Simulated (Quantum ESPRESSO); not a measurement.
# Ti(0001), 4 layers: solver and mixing choices, part 3 of 4

Aim: which eigensolver and mixing brings Ti(0001), 4 layers to self-consistency fastest, and whether the result stays the same.

Quantum ESPRESSO 7.5; plane-wave DFT, PBE, GBRV ultrasoft pseudopotentials.

So far. Step 5 (SCF with pw.x: david, TF mixing, beta 0.4, history 8): Counted from each run's own zero (the Fermi level), the vacuum level differs from the first run's by +1 meV. Step 6 (Ground state: david, local-TF mixing, beta 0.7, history …): Counted from each run's own zero (the Fermi level), the vacuum level differs from the first run's by +1 meV.

**7. Self-consistent run: david, local-TF mixing, beta 0.2, history 8**

File c5.in:

```
&control
  prefix = 'c5'
  outdir = './out'
  pseudo_dir = './pseudo'
  calculation = 'scf'
  tprnfor = .true.
/
&system
  ibrav = 0
  nat = 4
  ntyp = 1
  ecutwfc = 40
  ecutrho = 200
  occupations = 'smearing'
  smearing = 'mv'
  degauss = 0.02
  assume_isolated = 'esm'
  esm_bc = 'bc1'
/
&electrons
  conv_thr = 1e-07
  mixing_beta = 0.2
  electron_maxstep = 80
  mixing_mode = 'local-TF'
  diagonalization = 'david'
  mixing_ndim = 8
/
ATOMIC_SPECIES
  Ti  47.8670  ti_pbe_v1.4.uspp.F.UPF
CELL_PARAMETERS angstrom
  2.95000000000000 0.00000000000000 0.00000000000000
  1.47500000000000 2.55477494116409 0.00000000000000
  0.00000000000000 0.00000000000000 23.02690000000000
ATOMIC_POSITIONS crystal
  Ti  0.666666666700 0.666666666700 -0.152580243107
  Ti  0.000000000000 0.000000000000 -0.050860081036
  Ti  0.666666666700 0.666666666700 0.050860081036
  Ti  0.000000000000 0.000000000000 0.152580243107
K_POINTS automatic
  12 12 1 0 0 0
```

On the command line:

```
$ OMP_NUM_THREADS=1 mpirun -n 4 pw.x -nk 4 -in c5.in > c5.out
```

The program printed:

```text
[banner, memory and clock lines left out]
Program PWSCF v.7.5 starts
[...]
Message from routine setup:
[...]
number of electrons       =        48.00
     number of Kohn-Sham states=           29
     kinetic-energy cutoff     =      40.0000  Ry
     charge density cutoff     =     200.0000  Ry
[...]
number of k points=    19  Marzari-Vanderbilt smearing, width (Ry)=  0.0200
[...]
Dense  grid:    56127 G-vectors     FFT dimensions: (  27,  27, 200)
[...]
negative rho (up, down):  1.098E-02 0.000E+00
     Starting wfcs are   40 randomized atomic wfcs
[...]
negative rho (up, down):  1.054E-02 0.000E+00
[...]
estimated scf accuracy    <       1.92834291 Ry
[...]
negative rho (up, down):  9.683E-03 0.000E+00
[...]
estimated scf accuracy    <       1.51627781 Ry
[...]
negative rho (up, down):  1.011E-02 0.000E+00
[...]
estimated scf accuracy    <       0.29980937 Ry
[...]
negative rho (up, down):  1.072E-02 0.000E+00
[...]
estimated scf accuracy    <       0.71893441 Ry
[...]
negative rho (up, down):  1.264E-02 0.000E+00
[...]
estimated scf accuracy    <       0.42736093 Ry
[...]
negative rho (up, down):  1.311E-02 0.000E+00
[...]
estimated scf accuracy    <       0.18836932 Ry
[...]
negative rho (up, down):  1.450E-02 0.000E+00
[...]
estimated scf accuracy    <       0.02261098 Ry
[...]
negative rho (up, down):  1.496E-02 0.000E+00
[...]
estimated scf accuracy    <       0.06242625 Ry
[...]
negative rho (up, down):  1.497E-02 0.000E+00
[...]
estimated scf accuracy    <       0.06785853 Ry
[...]
negative rho (up, down):  1.427E-02 0.000E+00
[...]
estimated scf accuracy    <       0.06888936 Ry
[...]
negative rho (up, down):  9.805E-03 0.000E+00
[...]
estimated scf accuracy    <       0.06983039 Ry
[...]
negative rho (up, down):  1.091E-02 0.000E+00
[...]
estimated scf accuracy    <       0.22938277 Ry
[...]
negative rho (up, down):  1.234E-02 0.000E+00
[...]
estimated scf accuracy    <       0.16705883 Ry
[...]
negative rho (up, down):  1.202E-02 0.000E+00
[...]
estimated scf accuracy    <       0.10491582 Ry
[...]
negative rho (up, down):  1.246E-02 0.000E+00
[...]
estimated scf accuracy    <       0.09045511 Ry
[...]
negative rho (up, down):  1.142E-02 0.000E+00
[...]
estimated scf accuracy    <       0.08259845 Ry
[...]
negative rho (up, down):  1.150E-02 0.000E+00
[...]
estimated scf accuracy    <       0.12472385 Ry
[...]
negative rho (up, down):  1.142E-02 0.000E+00
[...]
estimated scf accuracy    <       0.00301174 Ry
[...]
negative rho (up, down):  8.437E-03 0.000E+00
[...]
estimated scf accuracy    <       0.01259244 Ry
[...]
negative rho (up, down):  8.160E-03 0.000E+00
[...]
estimated scf accuracy    <       0.00044563 Ry
[...]
negative rho (up, down):  7.665E-03 0.000E+00
[...]
estimated scf accuracy    <       0.00011756 Ry
[...]
negative rho (up, down):  7.808E-03 0.000E+00
[...]
estimated scf accuracy    <       0.00007963 Ry
[...]
negative rho (up, down):  7.543E-03 0.000E+00
[...]
estimated scf accuracy    <       0.00006134 Ry
[...]
negative rho (up, down):  7.580E-03 0.000E+00
[...]
estimated scf accuracy    <       0.00004696 Ry
[...]
negative rho (up, down):  7.570E-03 0.000E+00
[...]
estimated scf accuracy    <       0.00000305 Ry
[...]
negative rho (up, down):  7.451E-03 0.000E+00
[...]
estimated scf accuracy    <       0.00000580 Ry
[...]
negative rho (up, down):  7.418E-03 0.000E+00
[...]
estimated scf accuracy    <       0.00000712 Ry
[...]
negative rho (up, down):  7.314E-03 0.000E+00
[...]
estimated scf accuracy    <       0.00000211 Ry
[...]
negative rho (up, down):  7.296E-03 0.000E+00
[...]
estimated scf accuracy    <       0.00000375 Ry
[...]
negative rho (up, down):  7.277E-03 0.000E+00
[...]
estimated scf accuracy    <       0.00000212 Ry
[...]
negative rho (up, down):  7.167E-03 0.000E+00
[...]
estimated scf accuracy    <       0.00000091 Ry
[...]
negative rho (up, down):  7.165E-03 0.000E+00
[...]
estimated scf accuracy    <       0.00000164 Ry
[...]
negative rho (up, down):  7.162E-03 0.000E+00
[...]
estimated scf accuracy    <       0.00000080 Ry
[...]
negative rho (up, down):  7.145E-03 0.000E+00
[...]
the Fermi energy is    -4.4324 ev
!    total energy              =    -476.85832526 Ry
     estimated scf accuracy    <       0.00000004 Ry
     smearing contrib. (-TS)   =      -0.00436925 Ry
     internal energy E=F+TS    =    -476.85395601 Ry
[...]
one-electron contribution =    6047.02191441 Ry
     hartree contribution      =   -3039.09915826 Ry
     xc contribution           =     -71.93543393 Ry
     ewald contribution        =   -3412.84127822 Ry
     convergence has been achieved in  34 iterations
     negative rho (up, down):  7.145E-03 0.000E+00
[...]
Total force =     0.049273     Total SCF correction =     0.001266
[...]
```

Elapsed: 40 s, on 4 MPI ranks of Intel Xeon 6975P-C (Granite Rapids), shared host; peak memory 0.53 GiB.

Read from the output:

- Fermi energy: -4.432 eV
- vacuum line at the lower end of the cell, over the Fermi level: 4.432 eV
- vacuum line at the upper end of the cell, over the Fermi level: 4.432 eV

The program's own clock; routines nest. Time by routine:

```csv
routine,wall time (s),calls
PWSCF,38.85,1
electrons,36.63,1
c_bands,24.71,34
cegterg,20.81,170
h_psi,15.1,1388
vloc_psi,12.49,1388
fftw,12.2,35348
mix_rho,5.24,34
sum_band,4.12,34
ffts,2.67,4128
init_run,1.97,1
calbec,1.72,1578
h_psi:calbec,1.34,1388
newd,1.27,35
```

Counted from each run's own zero (the Fermi level), the vacuum level differs from the first run's by +0 meV.

**8. SCF with pw.x: david, local-TF mixing, beta 0.4, history 4**

c6.in, as its differences from the input of step 7:

```diff
@@ -1,3 +1,3 @@
 &control
-  prefix = 'c5'
+  prefix = 'c6'
   outdir = './out'
@@ -21,3 +21,3 @@
   conv_thr = 1e-07
-  mixing_beta = 0.2
+  mixing_beta = 0.4
   electron_maxstep = 80
@@ -25,3 +25,3 @@
   diagonalization = 'david'
-  mixing_ndim = 8
+  mixing_ndim = 4
 /
```

On the command line:

```
$ OMP_NUM_THREADS=1 mpirun -n 4 pw.x -nk 4 -in c6.in > c6.out
```

The program printed:

```text
[banner, memory and clock lines left out]
Program PWSCF v.7.5 starts
[...]
Message from routine setup:
[...]
number of electrons       =        48.00
     number of Kohn-Sham states=           29
     kinetic-energy cutoff     =      40.0000  Ry
     charge density cutoff     =     200.0000  Ry
[...]
number of k points=    19  Marzari-Vanderbilt smearing, width (Ry)=  0.0200
[...]
Dense  grid:    56127 G-vectors     FFT dimensions: (  27,  27, 200)
[...]
negative rho (up, down):  1.098E-02 0.000E+00
     Starting wfcs are   40 randomized atomic wfcs
[...]
negative rho (up, down):  1.010E-02 0.000E+00
[...]
estimated scf accuracy    <       1.92834291 Ry
[...]
negative rho (up, down):  9.817E-03 0.000E+00
[...]
estimated scf accuracy    <       1.00329056 Ry
[...]
negative rho (up, down):  9.516E-03 0.000E+00
[...]
estimated scf accuracy    <       0.05849038 Ry
[...]
negative rho (up, down):  1.035E-02 0.000E+00
[...]
estimated scf accuracy    <       0.05354636 Ry
[...]
negative rho (up, down):  1.173E-02 0.000E+00
[...]
estimated scf accuracy    <       0.03150610 Ry
[...]
negative rho (up, down):  2.520E-02 0.000E+00
[...]
estimated scf accuracy    <       0.05781508 Ry
[...]
negative rho (up, down):  2.735E-02 0.000E+00
[...]
estimated scf accuracy    <       0.02450377 Ry
[...]
negative rho (up, down):  1.393E-02 0.000E+00
[...]
estimated scf accuracy    <       0.00761319 Ry
[...]
negative rho (up, down):  1.957E-02 0.000E+00
[...]
estimated scf accuracy    <       0.01703496 Ry
[...]
negative rho (up, down):  1.743E-02 0.000E+00
[...]
estimated scf accuracy    <       0.00504545 Ry
[...]
negative rho (up, down):  1.732E-02 0.000E+00
[...]
estimated scf accuracy    <       0.00420844 Ry
[...]
negative rho (up, down):  1.315E-02 0.000E+00
[...]
estimated scf accuracy    <       0.00543675 Ry
[...]
negative rho (up, down):  1.010E-02 0.000E+00
[...]
estimated scf accuracy    <       0.00075554 Ry
[...]
negative rho (up, down):  8.572E-03 0.000E+00
[...]
estimated scf accuracy    <       0.00068264 Ry
[...]
negative rho (up, down):  7.775E-03 0.000E+00
[...]
estimated scf accuracy    <       0.00005001 Ry
[...]
negative rho (up, down):  7.475E-03 0.000E+00
[...]
estimated scf accuracy    <       0.00010639 Ry
[...]
negative rho (up, down):  7.417E-03 0.000E+00
[...]
estimated scf accuracy    <       0.00000357 Ry
[...]
negative rho (up, down):  7.325E-03 0.000E+00
[...]
estimated scf accuracy    <       0.00000362 Ry
[...]
negative rho (up, down):  7.266E-03 0.000E+00
[...]
estimated scf accuracy    <       0.00000173 Ry
[...]
negative rho (up, down):  7.214E-03 0.000E+00
[...]
estimated scf accuracy    <       0.00000742 Ry
[...]
negative rho (up, down):  7.144E-03 0.000E+00
[...]
the Fermi energy is    -4.4269 ev
!    total energy              =    -476.85832508 Ry
     estimated scf accuracy    <       0.00000009 Ry
     smearing contrib. (-TS)   =      -0.00436702 Ry
     internal energy E=F+TS    =    -476.85395806 Ry
[...]
one-electron contribution =    6047.02200914 Ry
     hartree contribution      =   -3039.09865348 Ry
     xc contribution           =     -71.93603551 Ry
     ewald contribution        =   -3412.84127822 Ry
     convergence has been achieved in  21 iterations
     negative rho (up, down):  7.144E-03 0.000E+00
[...]
Total force =     0.049218     Total SCF correction =     0.001139
[...]
```

Wall time 28 s (4 MPI ranks); peak memory 0.41 GiB; 1.8 min of CPU time.

Numbers from this step:

- Fermi energy: -4.427 eV
- vacuum line at the lower end of the cell, over the Fermi level: 4.427 eV
- vacuum line at the upper end of the cell, over the Fermi level: 4.427 eV

The program's own clock; routines nest. Time by routine:

```csv
routine,wall time (s),calls
PWSCF,26.88,1
electrons,24.69,1
c_bands,17.59,21
cegterg,14.47,105
h_psi,10.42,1130
vloc_psi,8.59,1130
fftw,8.36,24049
mix_rho,3.07,21
sum_band,2.46,21
init_run,1.97,1
ffts,1.91,2503
calbec,1.19,1255
h_psi:calbec,0.95,1130
add_vuspsi,0.82,1130
```

Counted from each run's own zero (the Fermi level), the vacuum level differs from the first run's by -5 meV.

**9. Ground state: cg, local-TF mixing, beta 0.4, history 8**

c7.in, as its differences from the input of step 8:

```diff
@@ -1,3 +1,3 @@
 &control
-  prefix = 'c6'
+  prefix = 'c7'
   outdir = './out'
@@ -24,4 +24,4 @@
   mixing_mode = 'local-TF'
-  diagonalization = 'david'
-  mixing_ndim = 4
+  diagonalization = 'cg'
+  mixing_ndim = 8
 /
```

On the command line:

```
$ OMP_NUM_THREADS=1 mpirun -n 4 pw.x -nk 4 -in c7.in > c7.out
```

The program printed:

```text
[banner, memory and clock lines left out]
Program PWSCF v.7.5 starts
[...]
Message from routine setup:
[...]
number of electrons       =        48.00
     number of Kohn-Sham states=           29
     kinetic-energy cutoff     =      40.0000  Ry
     charge density cutoff     =     200.0000  Ry
[...]
number of k points=    19  Marzari-Vanderbilt smearing, width (Ry)=  0.0200
[...]
Dense  grid:    56127 G-vectors     FFT dimensions: (  27,  27, 200)
[...]
negative rho (up, down):  1.098E-02 0.000E+00
     Starting wfcs are   40 randomized atomic wfcs
[...]
negative rho (up, down):  1.141E-02 0.000E+00
[...]
estimated scf accuracy    <       2.84937595 Ry
[...]
negative rho (up, down):  1.780E-02 0.000E+00
[...]
estimated scf accuracy    <       1.17290025 Ry
[...]
negative rho (up, down):  2.090E-02 0.000E+00
[...]
estimated scf accuracy    <       0.13183071 Ry
[...]
negative rho (up, down):  2.058E-02 0.000E+00
[...]
estimated scf accuracy    <       0.00352245 Ry
[...]
negative rho (up, down):  1.967E-02 0.000E+00
[...]
estimated scf accuracy    <       0.00337134 Ry
[...]
negative rho (up, down):  1.965E-02 0.000E+00
[...]
estimated scf accuracy    <       0.00461118 Ry
[...]
negative rho (up, down):  1.787E-02 0.000E+00
[...]
estimated scf accuracy    <       0.00419316 Ry
[...]
negative rho (up, down):  1.673E-02 0.000E+00
[...]
estimated scf accuracy    <       0.00757069 Ry
[...]
negative rho (up, down):  1.387E-02 0.000E+00
[...]
estimated scf accuracy    <       0.00597604 Ry
[...]
negative rho (up, down):  1.227E-02 0.000E+00
[...]
estimated scf accuracy    <       0.00156891 Ry
[...]
negative rho (up, down):  8.041E-03 0.000E+00
[...]
estimated scf accuracy    <       0.00200388 Ry
[...]
negative rho (up, down):  8.021E-03 0.000E+00
[...]
estimated scf accuracy    <       0.00040705 Ry
[...]
negative rho (up, down):  7.730E-03 0.000E+00
[...]
estimated scf accuracy    <       0.00028231 Ry
[...]
negative rho (up, down):  7.223E-03 0.000E+00
[...]
estimated scf accuracy    <       0.00002223 Ry
[...]
negative rho (up, down):  7.234E-03 0.000E+00
[...]
estimated scf accuracy    <       0.00006817 Ry
[...]
negative rho (up, down):  7.269E-03 0.000E+00
[...]
estimated scf accuracy    <       0.00003675 Ry
[...]
negative rho (up, down):  7.273E-03 0.000E+00
[...]
estimated scf accuracy    <       0.00007024 Ry
[...]
negative rho (up, down):  7.220E-03 0.000E+00
[...]
estimated scf accuracy    <       0.00005316 Ry
[...]
negative rho (up, down):  7.163E-03 0.000E+00
[...]
estimated scf accuracy    <       0.00001741 Ry
[...]
negative rho (up, down):  7.129E-03 0.000E+00
[...]
estimated scf accuracy    <       0.00000195 Ry
[...]
negative rho (up, down):  7.147E-03 0.000E+00
[...]
estimated scf accuracy    <       0.00000231 Ry
[...]
negative rho (up, down):  7.146E-03 0.000E+00
[...]
estimated scf accuracy    <       0.00000070 Ry
[...]
negative rho (up, down):  7.146E-03 0.000E+00
[...]
estimated scf accuracy    <       0.00000038 Ry
[...]
negative rho (up, down):  7.146E-03 0.000E+00
[...]
the Fermi energy is    -4.4329 ev
!    total energy              =    -476.85832534 Ry
     estimated scf accuracy    <          6.5E-09 Ry
     smearing contrib. (-TS)   =      -0.00436871 Ry
     internal energy E=F+TS    =    -476.85395663 Ry
[...]
one-electron contribution =    6047.01387795 Ry
     hartree contribution      =   -3039.09092826 Ry
     xc contribution           =     -71.93562810 Ry
     ewald contribution        =   -3412.84127822 Ry
     convergence has been achieved in  24 iterations
     negative rho (up, down):  7.146E-03 0.000E+00
[...]
Total force =     0.049163     Total SCF correction =     0.000460
[...]
```

The job ended after 36 s (4 MPI ranks; peak memory 0.42 GiB).

Read from the output:

```
Fermi energy                                                   : -4.433 eV
vacuum line at the lower end of the cell, over the Fermi level : 4.433 eV
vacuum line at the upper end of the cell, over the Fermi level : 4.433 eV
```

The program's own clock; routines nest. Time by routine:

```csv
routine,wall time (s),calls
PWSCF,35.76,1
electrons,33.6,1
c_bands,24.99,24
ccgdiagg,20.25,120
h_psi,16.19,8724
hs_1psi,14.65,8604
vloc_psi,10.39,8724
fftw,9.59,27758
calbec,4.58,17468
s_psi,4.34,17328
wfcrot,4.31,120
s_1psi,4.19,8604
mix_rho,3.85,24
add_vuspsi,3.4,8724
```

Counted from each run's own zero (the Fermi level), the vacuum level differs from the first run's by +1 meV.

**10. Self-consistent run: ppcg, local-TF mixing, beta 0.4, history 8**

c8.in, as its differences from the input of step 9:

```diff
@@ -1,3 +1,3 @@
 &control
-  prefix = 'c7'
+  prefix = 'c8'
   outdir = './out'
@@ -24,3 +24,3 @@
   mixing_mode = 'local-TF'
-  diagonalization = 'cg'
+  diagonalization = 'ppcg'
   mixing_ndim = 8
```

On the command line:

```
$ OMP_NUM_THREADS=1 mpirun -n 4 pw.x -nk 4 -in c8.in > c8.out
```

The program printed:

```text
[banner, memory and clock lines left out]
Program PWSCF v.7.5 starts

          URL

 %%%%%%%%%%%%%%%%%%%%%%%%%%%%%%%%%%%%%%%%%%%%%%%%%%%%%%%%%%%%%%%%%%%%%%%%%%%%%%
     Error in routine iosys (1):
     PPCG diagonalization not supported anymore (Dec. 2024)
 %%%%%%%%%%%%%%%%%%%%%%%%%%%%%%%%%%%%%%%%%%%%%%%%%%%%%%%%%%%%%%%%%%%%%%%%%%%%%%

     stopping ...
[the rest left out]
```

The job ended after 0.64 s (4 MPI ranks; peak memory 0.09 GiB).

The program refused the input before any cycle.

The fault put into the input: an eigensolver that this release has dropped (electrons.diagonalization = "ppcg").

The message: “iosys (1): PPCG diagonalization not supported anymore (Dec. 2024)”. This release no longer has that solver; david, paro or rmm-davidson serve.

**11. Ground state: paro, local-TF mixing, beta 0.4, history 8**

c9.in, as its differences from the input of step 10:

```diff
@@ -1,3 +1,3 @@
 &control
-  prefix = 'c8'
+  prefix = 'c9'
   outdir = './out'
@@ -24,3 +24,3 @@
   mixing_mode = 'local-TF'
-  diagonalization = 'ppcg'
+  diagonalization = 'paro'
   mixing_ndim = 8
```

On the command line:

```
$ OMP_NUM_THREADS=1 mpirun -n 4 pw.x -nk 4 -in c9.in > c9.out
```

The program printed:

```text
[banner, memory and clock lines left out]
Program PWSCF v.7.5 starts
[...]
Message from routine setup:
[...]
number of electrons       =        48.00
     number of Kohn-Sham states=           29
     kinetic-energy cutoff     =      40.0000  Ry
     charge density cutoff     =     200.0000  Ry
[...]
number of k points=    19  Marzari-Vanderbilt smearing, width (Ry)=  0.0200
[...]
Dense  grid:    56127 G-vectors     FFT dimensions: (  27,  27, 200)
[...]
negative rho (up, down):  1.098E-02 0.000E+00
     Starting wfcs are   40 randomized atomic wfcs
[...]
negative rho (up, down):  1.697E-02 0.000E+00
[...]
estimated scf accuracy    <       2.84072134 Ry
[...]
negative rho (up, down):  3.941E-02 0.000E+00
[...]
estimated scf accuracy    <       1.32566025 Ry
[...]
negative rho (up, down):  2.622E-02 0.000E+00
[...]
estimated scf accuracy    <       0.49327125 Ry
[...]
negative rho (up, down):  2.853E-02 0.000E+00
[...]
estimated scf accuracy    <       0.16036936 Ry
[...]
negative rho (up, down):  2.160E-02 0.000E+00
[...]
estimated scf accuracy    <       0.00923858 Ry
[...]
negative rho (up, down):  2.018E-02 0.000E+00
[...]
estimated scf accuracy    <       0.01849391 Ry
[...]
negative rho (up, down):  1.647E-02 0.000E+00
[...]
estimated scf accuracy    <       0.00147532 Ry
[...]
negative rho (up, down):  1.384E-02 0.000E+00
[...]
estimated scf accuracy    <       0.00318508 Ry
[...]
negative rho (up, down):  1.040E-02 0.000E+00
[...]
estimated scf accuracy    <       0.00301631 Ry
[...]
negative rho (up, down):  7.706E-03 0.000E+00
[...]
estimated scf accuracy    <       0.00019586 Ry
[...]
negative rho (up, down):  7.709E-03 0.000E+00
[...]
estimated scf accuracy    <       0.00013083 Ry
[...]
negative rho (up, down):  7.239E-03 0.000E+00
[...]
estimated scf accuracy    <       0.00008734 Ry
[...]
negative rho (up, down):  7.215E-03 0.000E+00
[...]
estimated scf accuracy    <       0.00000594 Ry
[...]
negative rho (up, down):  7.210E-03 0.000E+00
[...]
estimated scf accuracy    <       0.00000060 Ry
[...]
negative rho (up, down):  7.146E-03 0.000E+00
[...]
estimated scf accuracy    <       0.00000013 Ry
[...]
negative rho (up, down):  7.146E-03 0.000E+00
[...]
the Fermi energy is    -4.4343 ev
!    total energy              =    -476.85832536 Ry
     estimated scf accuracy    <       0.00000005 Ry
     smearing contrib. (-TS)   =      -0.00437060 Ry
     internal energy E=F+TS    =    -476.85395476 Ry
[...]
one-electron contribution =    6046.99473513 Ry
     hartree contribution      =   -3039.07139956 Ry
     xc contribution           =     -71.93601211 Ry
     ewald contribution        =   -3412.84127822 Ry
     convergence has been achieved in  16 iterations
     negative rho (up, down):  7.146E-03 0.000E+00
[...]
Total force =     0.049056     Total SCF correction =     0.000913
[...]
```

Wall time 47 s (4 MPI ranks); peak memory 0.43 GiB; 3.1 min of CPU time.

This step gave:

* Fermi energy: -4.434 eV
* vacuum line at the lower end of the cell, over the Fermi level: 4.434 eV
* vacuum line at the upper end of the cell, over the Fermi level: 4.434 eV

The program's own clock; routines nest. Time by routine:

```csv
routine,wall time (s),calls
PWSCF,46.39,1
electrons,44.22,1
c_bands,38.75,16
paro_k,30.69,80
h_psi,20.12,2394
vloc_psi,16.42,2394
fftw,14.73,42292
mix_rho,2.25,16
calbec,2.17,2494
sum_band,1.99,16
h_psi:calbec,1.97,2394
init_run,1.95,1
s_psi,1.6,2394
add_vuspsi,1.6,2394
```

Counted from each run's own zero (the Fermi level), the vacuum level differs from the first run's by +2 meV.

(Continued in part 4 of 4.)

[Logs are printed without paths, hosts, clocks, repeated set-up lines and the standing remarks that a program may print on its own settings, such as how far it seeks lower states.]

[Hosts, paths, dates, database ids (printed as entryN), source tags and the programs' standing remarks are cut or masked in the printed files.]

[Maps of the electrostatic potential energy from Ansatz leave out the sawtooth potential of an applied field or a dipole correction, so their vacuum need not be flat; planar profiles and work functions include it.]
